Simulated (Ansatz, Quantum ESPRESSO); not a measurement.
# Band line-up of the GaP/MgS(110) superlattice, 5 + 5 layers, a = 5.493 Å, part 4 of 7

Wanted: the band alignment of the GaP/MgS(110) superlattice, 5 + 5 layers, a = 5.493 Å.

Quantum ESPRESSO 7.5; plane-wave DFT, LDA, GBRV ultrasoft pseudopotentials; cross-check by Ansatz 0.2.0 with PAW datasets.

So far. Step 3 (SCF with pw.x of bulk GaP): The run needed 10 iterations to bring the estimated error under 1e-07 Ry.

## 8. Band structure of bulk MgS

b.bands.in

```
&control
  prefix = 'b.bands'
  outdir = './out'
  pseudo_dir = './pseudo'
  calculation = 'bands'
/
&system
  ibrav = 0
  nat = 4
  ntyp = 2
  ecutwfc = 40
  ecutrho = 200
  occupations = 'smearing'
  smearing = 'fd'
  degauss = 0.002
  nbnd = 24
/
&electrons
  conv_thr = 1e-07
  mixing_beta = 0.5
  electron_maxstep = 120
/
ATOMIC_SPECIES
  Mg  24.3050  mg_lda_v1.4.uspp.F.UPF
  S   32.0600  s_lda_v1.4.uspp.F.UPF
CELL_PARAMETERS angstrom
  5.49300000000000 0.00000000000000 0.00000000000000
  0.00000000000000 3.88413754905771 0.00000000000000
  0.00000000000000 0.00000000000000 3.88413754905771
ATOMIC_POSITIONS crystal
  Mg  0.000000000000 0.000000000000 0.000000000000
  S   0.250000000000 0.500000000000 0.000000000000
  Mg  0.500000000000 0.500000000000 0.500000000000
  S   0.750000000000 0.000000000000 0.500000000000
K_POINTS crystal_b
6
  0.0000000000 0.0000000000 0.0000000000 20
  1.0000000000 0.0000000000 0.0000000000 1
  0.0000000000 0.0000000000 0.0000000000 20
  0.5000000000 0.0000000000 0.5000000000 1
  0.0000000000 0.0000000000 0.0000000000 20
  0.0000000000 0.5000000000 0.5000000000 1
```

Started as:

```
$ cp -r out/b.save out/b.bands.save
$ cp out/b.xml out/b.bands.xml
$ OMP_NUM_THREADS=1 mpirun -n 4 pw.x -nk 4 -in b.bands.in > b.bands.out
```

Log:

```text
[banner, memory and clock lines left out]
Program PWSCF v.7.5 starts

          URL

     Atomic positions and unit cell read from directory:
     ./out/b.bands.save/

     Found identity + (  0.5000 -0.5000 -0.5000) symmetry
     This is a supercell, fractional translations are disabled
     Message from routine setup:
     using ibrav=0 with symmetry is DISCOURAGED, use correct ibrav instead

     G-vector sticks info

     bravais-lattice index     =            0
     lattice parameter (alat)  =      10.3803  a.u.
     unit-cell volume          =     559.2364 (a.u.)^3
     number of atoms/cell      =            4
     number of atomic types    =            2
     number of electrons       =        32.00
     number of Kohn-Sham states=           24
     kinetic-energy cutoff     =      40.0000  Ry
     charge density cutoff     =     200.0000  Ry
     Exchange-correlation=  SLA  PZ   NOGX NOGC
                           (   1   1   0   0   0   0   0)

     celldm(1)=  10.380266  celldm(2)=   0.000000  celldm(3)=   0.000000
     celldm(4)=   0.000000  celldm(5)=   0.000000  celldm(6)=   0.000000

     crystal axes: (cart. coord. in units of alat)
               a(1) = (   1.000000   0.000000   0.000000 )
               a(2) = (   0.000000   0.707107   0.000000 )
               a(3) = (   0.000000   0.000000   0.707107 )

     reciprocal axes: (cart. coord. in units 2 pi/alat)
               b(1) = (  1.000000  0.000000  0.000000 )
               b(2) = (  0.000000  1.414214  0.000000 )
               b(3) = (  0.000000  0.000000  1.414214 )

     PseudoPot. # 1 for Mg read from file:
     ./pseudo/mg_lda_v1.4.uspp.F.UPF
     Pseudo is Ultrasoft, Zval = 10.0
     Generated by new atomic code, or converted to UPF format
     Using radial grid of  821 points,  7 beta functions with:
                l(1) =   0
                l(2) =   0
                l(3) =   0
                l(4) =   1
                l(5) =   1
                l(6) =   2
                l(7) =   2
     Q(r) pseudized with  8 coefficients,  rinner =    1.200   1.200   1.200
                                                       1.200   1.200

     PseudoPot. # 2 for S  read from file:
     ./pseudo/s_lda_v1.4.uspp.F.UPF
     Pseudo is Ultrasoft + core correction, Zval =  6.0
     Generated by new atomic code, or converted to UPF format
     Using radial grid of  907 points,  6 beta functions with:
                l(1) =   0
                l(2) =   0
                l(3) =   1
                l(4) =   1
                l(5) =   2
                l(6) =   2
     Q(r) pseudized with  8 coefficients,  rinner =    1.300   1.300   1.300
                                                       1.300   1.300

     atomic species   valence    mass     pseudopotential
     Mg               10.00    24.30500     Mg( 1.00)
     S                 6.00    32.06000     S ( 1.00)

      8 Sym. Ops. (no inversion) found

   Cartesian axes

     site n.     atom                  positions (alat units)
         1        Mg     tau(   1) = (   0.0000000   0.0000000   0.0000000  )
         2        S      tau(   2) = (   0.2500000   0.3535534   0.0000000  )
         3        Mg     tau(   3) = (   0.5000000   0.3535534   0.3535534  )
         4        S      tau(   4) = (   0.7500000   0.0000000   0.3535534  )

     number of k points=    63  Fermi-Dirac smearing, width (Ry)=  0.0020
                       cart. coord. in units 2pi/alat
        k(    1) = (   0.0000000   0.0000000   0.0000000), wk =   0.0317460
        k(    2) = (   0.0500000   0.0000000   0.0000000), wk =   0.0317460
        k(    3) = (   0.1000000   0.0000000   0.0000000), wk =   0.0317460
        k(    4) = (   0.1500000   0.0000000   0.0000000), wk =   0.0317460
        k(    5) = (   0.2000000   0.0000000   0.0000000), wk =   0.0317460
        k(    6) = (   0.2500000   0.0000000   0.0000000), wk =   0.0317460
        k(    7) = (   0.3000000   0.0000000   0.0000000), wk =   0.0317460
        k(    8) = (   0.3500000   0.0000000   0.0000000), wk =   0.0317460
        k(    9) = (   0.4000000   0.0000000   0.0000000), wk =   0.0317460
        k(   10) = (   0.4500000   0.0000000   0.0000000), wk =   0.0317460
        k(   11) = (   0.5000000   0.0000000   0.0000000), wk =   0.0317460
        k(   12) = (   0.5500000   0.0000000   0.0000000), wk =   0.0317460
        k(   13) = (   0.6000000   0.0000000   0.0000000), wk =   0.0317460
        k(   14) = (   0.6500000   0.0000000   0.0000000), wk =   0.0317460
        k(   15) = (   0.7000000   0.0000000   0.0000000), wk =   0.0317460
        k(   16) = (   0.7500000   0.0000000   0.0000000), wk =   0.0317460
        k(   17) = (   0.8000000   0.0000000   0.0000000), wk =   0.0317460
        k(   18) = (   0.8500000   0.0000000   0.0000000), wk =   0.0317460
        k(   19) = (   0.9000000   0.0000000   0.0000000), wk =   0.0317460
        k(   20) = (   0.9500000   0.0000000   0.0000000), wk =   0.0317460
        k(   21) = (   1.0000000   0.0000000   0.0000000), wk =   0.0317460
        k(   22) = (   0.0000000   0.0000000   0.0000000), wk =   0.0317460
        k(   23) = (   0.0250000   0.0000000   0.0353553), wk =   0.0317460
        k(   24) = (   0.0500000   0.0000000   0.0707107), wk =   0.0317460
        k(   25) = (   0.0750000   0.0000000   0.1060660), wk =   0.0317460
        k(   26) = (   0.1000000   0.0000000   0.1414214), wk =   0.0317460
        k(   27) = (   0.1250000   0.0000000   0.1767767), wk =   0.0317460
        k(   28) = (   0.1500000   0.0000000   0.2121320), wk =   0.0317460
        k(   29) = (   0.1750000   0.0000000   0.2474874), wk =   0.0317460
        k(   30) = (   0.2000000   0.0000000   0.2828427), wk =   0.0317460
        k(   31) = (   0.2250000   0.0000000   0.3181981), wk =   0.0317460
        k(   32) = (   0.2500000   0.0000000   0.3535534), wk =   0.0317460
        k(   33) = (   0.2750000   0.0000000   0.3889087), wk =   0.0317460
        k(   34) = (   0.3000000   0.0000000   0.4242641), wk =   0.0317460
        k(   35) = (   0.3250000   0.0000000   0.4596194), wk =   0.0317460
        k(   36) = (   0.3500000   0.0000000   0.4949747), wk =   0.0317460
        k(   37) = (   0.3750000   0.0000000   0.5303301), wk =   0.0317460
        k(   38) = (   0.4000000   0.0000000   0.5656854), wk =   0.0317460
        k(   39) = (   0.4250000   0.0000000   0.6010408), wk =   0.0317460
        k(   40) = (   0.4500000   0.0000000   0.6363961), wk =   0.0317460
        k(   41) = (   0.4750000   0.0000000   0.6717514), wk =   0.0317460
        k(   42) = (   0.5000000   0.0000000   0.7071068), wk =   0.0317460
        k(   43) = (   0.0000000   0.0000000   0.0000000), wk =   0.0317460
[...]
k = 0.3500 0.0000 0.4950 (  2378 PWs)   bands (ev):

   -69.2339 -69.2339 -36.6809 -36.6804 -36.6782 -36.6778 -36.6775 -36.6775
    -7.3473  -7.0910   0.2967   0.6204   2.6213   3.0232   3.2838   3.2838
     8.8305   9.2894  10.3381  11.4042  11.4042  11.8355  12.0640  12.6251

          k = 0.3750 0.0000 0.5303 (  2387 PWs)   bands (ev):

   -69.2339 -69.2339 -36.6810 -36.6806 -36.6780 -36.6778 -36.6776 -36.6776
    -7.2899  -7.1060   0.2249   0.4518   2.7744   3.0773   3.2641   3.2641
     8.8173   9.2563  10.3749  11.3270  11.3270  11.6282  12.1697  12.7124

          k = 0.4000 0.0000 0.5657 (  2378 PWs)   bands (ev):

   -69.2339 -69.2339 -36.6811 -36.6808 -36.6779 -36.6777 -36.6776 -36.6776
    -7.2396  -7.1187   0.1630   0.3097   2.9168   3.1248   3.2475   3.2475
     8.8010   9.1352  10.5224  11.2609  11.2609  11.4549  12.2519  12.7179

          k = 0.4250 0.0000 0.6010 (  2373 PWs)   bands (ev):

   -69.2339 -69.2339 -36.6811 -36.6810 -36.6778 -36.6777 -36.6776 -36.6776
    -7.1982  -7.1287   0.1131   0.1964   3.0399   3.1638   3.2344   3.2344
     8.7852   8.9925  10.7194  11.2079  11.2079  11.3176  12.3110  12.6487

          k = 0.4500 0.0000 0.6364 (  2370 PWs)   bands (ev):

   -69.2339 -69.2339 -36.6812 -36.6811 -36.6777 -36.6777 -36.6776 -36.6776
    -7.1674  -7.1360   0.0767   0.1140   3.1355   3.1930   3.2248   3.2248
     8.7724   8.8699  10.9184  11.1691  11.1691  11.2181  12.3498  12.5355

          k = 0.4750 0.0000 0.6718 (  2374 PWs)   bands (ev):

   -69.2339 -69.2339 -36.6812 -36.6812 -36.6777 -36.6777 -36.6777 -36.6776
    -7.1483  -7.1404   0.0544   0.0638   3.1962   3.2109   3.2190   3.2190
     8.7641   8.7892  11.0753  11.1455  11.1455  11.1578  12.3715  12.4259

          k = 0.5000 0.0000 0.7071 (  2388 PWs)   bands (ev):

   -69.2339 -69.2339 -36.6812 -36.6812 -36.6777 -36.6777 -36.6777 -36.6776
    -7.1419  -7.1419   0.0470   0.0470   3.2170   3.2170   3.2170   3.2170
     8.7612   8.7612  11.1376  11.1376  11.1376  11.1376  12.3785  12.3785

          k = 0.0000 0.0000 0.0000 (  2429 PWs)   bands (ev):

   -69.2341 -69.2338 -36.6812 -36.6786 -36.6786 -36.6770 -36.6770 -36.6770
    -7.9955  -6.8644   0.4254   2.4134   2.4134   3.5778   3.5778   3.5778
     7.1482   7.2246   9.1042  11.5468  11.5468  11.5468  14.4249  14.4249

          k = 0.0000 0.0354 0.0354 (  2423 PWs)   bands (ev):

   -69.2341 -69.2338 -36.6812 -36.6786 -36.6786 -36.6770 -36.6770 -36.6770
    -7.9897  -6.8641   0.4338   2.3957   2.4030   3.5387   3.5687   3.5687
     7.1822   7.2732   9.1383  11.5203  11.5663  11.5663  14.3349  14.4360

          k = 0.0000 0.0707 0.0707 (  2427 PWs)   bands (ev):

   -69.2341 -69.2338 -36.6812 -36.6786 -36.6786 -36.6771 -36.6770 -36.6770
    -7.9722  -6.8632   0.4589   2.3437   2.3732   3.4278   3.5418   3.5418
     7.2820   7.4117   9.2394  11.4435  11.6246  11.6246  14.0887  14.4694

          k = 0.0000 0.1061 0.1061 (  2423 PWs)   bands (ev):

   -69.2341 -69.2338 -36.6811 -36.6787 -36.6786 -36.6772 -36.6771 -36.6771
    -7.9433  -6.8619   0.5002   2.2613   2.3281   3.2608   3.4984   3.4984
     7.4420   7.6216   9.4034  11.3234  11.7202  11.7202  13.7388  14.5249

          k = 0.0000 0.1414 0.1414 (  2413 PWs)   bands (ev):

   -69.2340 -69.2338 -36.6810 -36.6788 -36.6786 -36.6774 -36.6771 -36.6771
    -7.9035  -6.8602   0.5573   2.1541   2.2735   3.0555   3.4405   3.4405
     7.6532   7.8795   9.6245  11.1699  11.8511  11.8511  13.3380  14.4062

          k = 0.0000 0.1768 0.1768 (  2403 PWs)   bands (ev):

   -69.2340 -69.2338 -36.6809 -36.6789 -36.6786 -36.6776 -36.6772 -36.6772
    -7.8534  -6.8583   0.6291   2.0286   2.2155   2.8271   3.3703   3.3703
     7.9041   8.1601   9.8960  10.9937  12.0146  12.0146  12.9300  13.9940

          k = 0.0000 0.2121 0.2121 (  2387 PWs)   bands (ev):

   -69.2340 -69.2338 -36.6808 -36.6790 -36.6786 -36.6779 -36.6773 -36.6773
    -7.7937  -6.8565   0.7141   1.8917   2.1599   2.5871   3.2907   3.2907
     8.1799   8.4349  10.2108  10.8057  12.2080  12.2081  12.5524  13.4691

          k = 0.0000 0.2475 0.2475 (  2385 PWs)   bands (ev):

   -69.2340 -69.2338 -36.6806 -36.6792 -36.6786 -36.6781 -36.6774 -36.6774
    -7.7254  -6.8548   0.8094   1.7510   2.1116   2.3439   3.2043   3.2043
     8.4600   8.6680  10.5622  10.6163  12.2446  12.4284  12.4284  12.9954

          k = 0.0000 0.2828 0.2828 (  2397 PWs)   bands (ev):

   -69.2340 -69.2338 -36.6805 -36.6793 -36.6786 -36.6785 -36.6775 -36.6775
    -7.6497  -6.8534   0.9093   1.6160   2.0744   2.1033   3.1139   3.1140
     8.7147   8.8157  10.4338  10.9433  12.0517  12.6029  12.6720  12.6728

          k = 0.0000 0.3182 0.3182 (  2390 PWs)   bands (ev):

   -69.2340 -69.2338 -36.6804 -36.6794 -36.6788 -36.6786 -36.6777 -36.6777
    -7.5680  -6.8525   0.9990   1.5041   1.8696   2.0511   3.0222   3.0222
     8.8421   8.9010  10.2597  11.3464  12.0151  12.2281  12.3340  12.9386

          k = 0.0000 0.3536 0.3536 (  2374 PWs)   bands (ev):

   -69.2340 -69.2338 -36.6804 -36.6794 -36.6791 -36.6786 -36.6778 -36.6778
    -7.4820  -6.8522   1.0406   1.4549   1.6461   2.0431   2.9314   2.9314
     8.7470   8.9710  10.0894  11.6969  11.8640  12.1441  12.2366  13.2237

          k = 0.0000 0.3889 0.3889 (  2386 PWs)   bands (ev):

   -69.2339 -69.2338 -36.6804 -36.6794 -36.6794 -36.6786 -36.6779 -36.6779
    -7.3936  -6.8525   0.9990   1.4352   1.5041   2.0511   2.8436   2.8436
     8.5657   8.9010   9.9218  11.3464  12.2281  12.3340  12.4073  13.5259

          k = 0.0000 0.4243 0.4243 (  2404 PWs)   bands (ev):

   -69.2339 -69.2338 -36.6805 -36.6798 -36.6793 -36.6786 -36.6780 -36.6780
    -7.3047  -6.8534   0.9093   1.2392   1.6160   2.0744   2.7606   2.7606
     8.3404   8.7147   9.7615  10.9433  12.6029  12.6720  12.7590  13.8433

          k = 0.0000 0.4596 0.4596 (  2404 PWs)   bands (ev):

   -69.2339 -69.2338 -36.6806 -36.6801 -36.6792 -36.6786 -36.6781 -36.6781
    -7.2178  -6.8548   0.8094   1.0600   1.7510   2.1116   2.6841   2.6841
     8.1025   8.4600   9.6137  10.5622  12.9954  13.1208  13.1616  14.1744

          k = 0.0000 0.4950 0.4950 (  2394 PWs)   bands (ev):

   -69.2339 -69.2338 -36.6808 -36.6803 -36.6790 -36.6786 -36.6783 -36.6782
    -7.1352  -6.8565   0.7141   0.8996   1.8917   2.1599   2.6153   2.6153
     7.8724   8.1799   9.4819  10.2108  13.4691  13.5658  13.5877  14.5172

          k = 0.0000 0.5303 0.5303 (  2394 PWs)   bands (ev):

   -69.2339 -69.2338 -36.6809 -36.6806 -36.6789 -36.6786 -36.6783 -36.6783
    -7.0594  -6.8583   0.6291   0.7597   2.0286   2.2155   2.5554   2.5554
     7.6634   7.9041   9.3682   9.8960  13.9940  13.9980  14.0158  14.8695

          k = 0.0000 0.5657 0.5657 (  2384 PWs)   bands (ev):

   -69.2339 -69.2338 -36.6810 -36.6808 -36.6788 -36.6786 -36.6784 -36.6784
    -6.9931  -6.8602   0.5573   0.6421   2.1541   2.2735   2.5052   2.5052
     7.4839   7.6532   9.2740   9.6245  14.4062  14.4255  14.5482  15.2276

          k = 0.0000 0.6010 0.6010 (  2386 PWs)   bands (ev):

   -69.2339 -69.2338 -36.6811 -36.6810 -36.6787 -36.6786 -36.6785 -36.6785
    -6.9386  -6.8619   0.5002   0.5486   2.2613   2.3281   2.4654   2.4654
     7.3395   7.4420   9.2001   9.4033  14.7743  14.7939  15.1113  15.5846

          k = 0.0000 0.6364 0.6364 (  2382 PWs)   bands (ev):

   -69.2339 -69.2338 -36.6812 -36.6811 -36.6786 -36.6786 -36.6785 -36.6785
    -6.8980  -6.8632   0.4589   0.4806   2.3437   2.3732   2.4367   2.4367
     7.2340   7.2820   9.1469   9.2394  15.0788  15.0932  15.6553  15.9251

          k = 0.0000 0.6718 0.6718 (  2362 PWs)   bands (ev):

   -69.2339 -69.2338 -36.6812 -36.6812 -36.6786 -36.6786 -36.6786 -36.6786
    -6.8729  -6.8641   0.4338   0.4393   2.3957   2.4030   2.4193   2.4193
     7.1698   7.1822   9.1149   9.1383  15.2868  15.2920  16.1183  16.2076

          k = 0.0000 0.7071 0.7071 (  2372 PWs)   bands (ev):

   -69.2339 -69.2338 -36.6812 -36.6812 -36.6786 -36.6786 -36.6786 -36.6786
    -6.8644  -6.8644   0.4254   0.4255   2.4134   2.4134   2.4134   2.4134
     7.1482   7.1482   9.1042   9.1042  15.3621  15.3621  16.3310  16.3310

     XML data file, pseudopotentials, collected wavefunctions

                                        0.00s GPU  (     860 calls)
```

It took 16 s on 4 MPI ranks of AMD EPYC 7R32 (Zen 2), shared host; peak memory 0.32 GiB.

Read from the output:

* valence top, on the run's zero: 3.578 eV
* conduction bottom, on the run's zero: 7.148 eV
* gap by band count: 3.570 eV

Band numbers count within the set of bands kept for display; the cell holds two formula units, so the X point along 001 folds onto the zone centre. The electronic bands at the labelled points (eV, zero at the Fermi level, which the smearing puts inside the gap; v1 is the highest filled band, c1 the lowest empty one):

```csv
point,v4,v3,v2,v1,c1,c2,c3,c4
L,-1.26,-1.26,-1.26,-1.26,4.28,4.28,6.66,6.66
halfway,-2.41,-1.71,-1.10,-1.10,4.14,4.25,6.16,7.06
Γ,-2.07,-0.90,-0.90,-0.90,2.67,2.74,4.62,7.06
halfway,-2.84,-2.44,-1.55,-1.55,4.26,4.49,5.61,7.21
X,-2.07,-2.07,-2.07,-2.07,2.67,2.67,4.62,4.62
```

## 9. Electrostatic potential of bulk MgS

b.pot.in

```
&inputpp
  prefix = 'b'
  outdir = './out'
  filplot = 'b.pot.dat'
  plot_num = 11
/
```

Started as:

```
$ OMP_NUM_THREADS=1 mpirun -n 4 pp.x -in b.pot.in > b.pot.out
```

It took 1.4 s on 4 MPI ranks; peak memory 0.1 GiB; 4.7 s of CPU time.

## 10. Planar and running averages of bulk MgS

b.avg.in

```
1
b.pot.dat
1.0
40
3
7.3399561981
```

Started as:

```
$ OMP_NUM_THREADS=1 average.x < b.avg.in > b.avg.out
```

The job ended after 0.77 s (1 MPI rank; peak memory 0.1 GiB).

Numbers from this step:

* average.x's running mean over the crystal, on the run's own zero: 1.651 eV
* mean potential by an exact Fourier window over the crystal, on the run's own zero: 1.651 eV

(Continued in part 5 of 7.)

[Logs are printed without paths, hosts, clocks, repeated set-up lines and the standing remarks that a program may print on its own settings, such as how far it seeks lower states.]

[Hosts, paths, dates, database ids (printed as entryN), source tags and the programs' standing remarks are cut or masked in the printed files.]

[Maps of the electrostatic potential energy from Ansatz leave out the sawtooth potential of an applied field or a dipole correction, so their vacuum need not be flat; planar profiles and work functions include it.]
